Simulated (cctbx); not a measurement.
**Resonant diffraction in Ce3Gd2Tm3**

Space group P6_3/mcm (no. 193), a = 9.2380 Å, b = 9.2380 Å, c = 6.5970 Å, α = 90.00°, β = 90.00°, γ = 120.00°.

```
atom  mult.    x       y    z  Ueq (Å²)
 Tm1      6    0  0.7544  1/4    0.0182
 Gd1      4  2/3     1/3  1/2    0.0158
 Ce1      6    0  0.4039  1/4    0.0243
```

The model was made for the exercise: a known structure type with other elements put in, its volume estimated, not relaxed; displacement parameters are assumed.

Calculated with cctbx: free-atom f′ and f″ from the Sasaki tables, no fine structure; amplitudes in electrons.

```csv
E (eV),F 2 0 0,F 1 1 2,F 2 1 2,F 2 1 0
5123,75.1,379.2,31.5,229.1
5473,80.4,371.8,30.9,226.7
5603,85.3,366.7,30.3,225.3
5663,90.2,362.5,29.7,224.3
5693,95.1,358.5,29.1,223.5
5708,100.0,354.8,28.5,222.8
5715,104.4,351.5,28.0,222.2
5719,109.0,348.1,27.5,221.6
5727,111.7,348.4,27.9,221.6
5731,105.6,352.8,28.6,222.3
5738,100.4,356.5,29.2,222.9
5753,94.8,360.3,29.9,223.6
5783,89.5,363.7,30.5,224.0
5873,82.4,367.5,31.4,224.4
6123,80.7,365.0,31.7,222.9
```

**Question.** Which edge is crossed, and why do the reflections move as they do?

The L3 edge of Ce. The edge is at 5723 eV. f′ of Ce falls from -11.8 e at 5603 eV to -19.2 e at 4 eV below it, and f″ steps from 3.52 to 10.71 e across it. Over that approach |F| changes by +28 % (2 0 0), -5 % (1 1 2), -9 % (2 1 2) and -2 % (2 1 0): a reflection falls where Ce scatters in phase with the total and rises where it scatters against it; it hardly moves where the Ce term is small or cancels by symmetry. Above the edge the larger f″ enters the imaginary part, where it can add to or cancel the other atoms' f″. The structure is centrosymmetric, so Friedel mates stay equal.

[Logs are printed without paths, hosts, clocks, repeated set-up lines and the standing remarks that a program may print on its own settings, such as how far it seeks lower states.]
